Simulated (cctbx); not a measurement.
# Resonant diffraction in BaH6CNCl3

Space group Pm (no. 6), a = 5.8070 Å, b = 5.8380 Å, c = 5.9630 Å, α = 90.00°, β = 90.76°, γ = 90.00°.

```
atom  mult.       x       y       z  Ueq (Å²)
 Ba1      1  0.4687       0  0.4742    0.0145
 Cl1      1  0.9749       0  0.4425    0.0308
 Cl2      1  0.4311     1/2  0.5257    0.0151
 Cl3      1  0.4283       0  0.9851    0.0202
  N1      1  0.1323     1/2  0.0477    0.0280
  C1      1  0.8880     1/2  0.9813    0.0228
  H1      1  0.1752     1/2  0.2143    0.0515
  H2      2  0.2222  0.6424  0.9733    0.0558
  H3      2  0.8149  0.6605  0.0524    0.0443
  H4      1  0.8767     1/2  0.7872    0.0476
```

The model was made for the exercise: a known structure type with other elements put in, its volume estimated, not relaxed; displacement parameters are assumed.

Calculated with cctbx: free-atom f′ and f″ from the Sasaki tables, no fine structure; amplitudes in electrons.

```
E (eV)  F 1 0 1  F 0 1 2  F 0 1 0  F 1 1 0
  4647     33.9     44.9     44.4     35.2
  4997     31.9     43.0     42.3     33.1
  5127     30.3     41.3     40.6     31.3
  5187     28.9     39.8     39.0     29.8
  5217     27.5     38.3     37.4     28.2
  5232     26.1     36.8     35.9     26.7
  5239     24.9     35.5     34.5     25.3
  5243     23.6     34.1     33.0     23.8
  5251     27.7     32.4     34.5     25.8
  5255     29.0     34.1     36.1     27.3
  5262     30.1     35.6     37.5     28.7
  5277     31.3     37.2     39.0     30.1
  5307     32.5     38.7     40.5     31.5
  5397     33.8     40.6     42.2     33.2
  5647     35.3     40.2     42.7     33.9
```

**Question.** Which edge is crossed, and why do the reflections move as they do?

The L3 edge of Ba. The edge is at 5247 eV. f′ of Ba falls from -11.8 e at 5127 eV to -19.6 e at 4 eV below it, and f″ steps from 3.47 to 10.78 e across it. Over that approach |F| changes by -22 % (1 0 1), -17 % (0 1 2), -19 % (0 1 0) and -24 % (1 1 0): a reflection falls where Ba scatters in phase with the total and rises where it scatters against it; it hardly moves where the Ba term is small or cancels by symmetry or lies in quadrature to the total. The f″ term interferes with the normal scattering with opposite sign for the two Friedel mates. The largest Friedel difference in the scan is 27.0 % of the mean (1 0 1, at 5251 eV).

[Logs are printed without paths, hosts, clocks, repeated set-up lines and the standing remarks that a program may print on its own settings, such as how far it seeks lower states.]
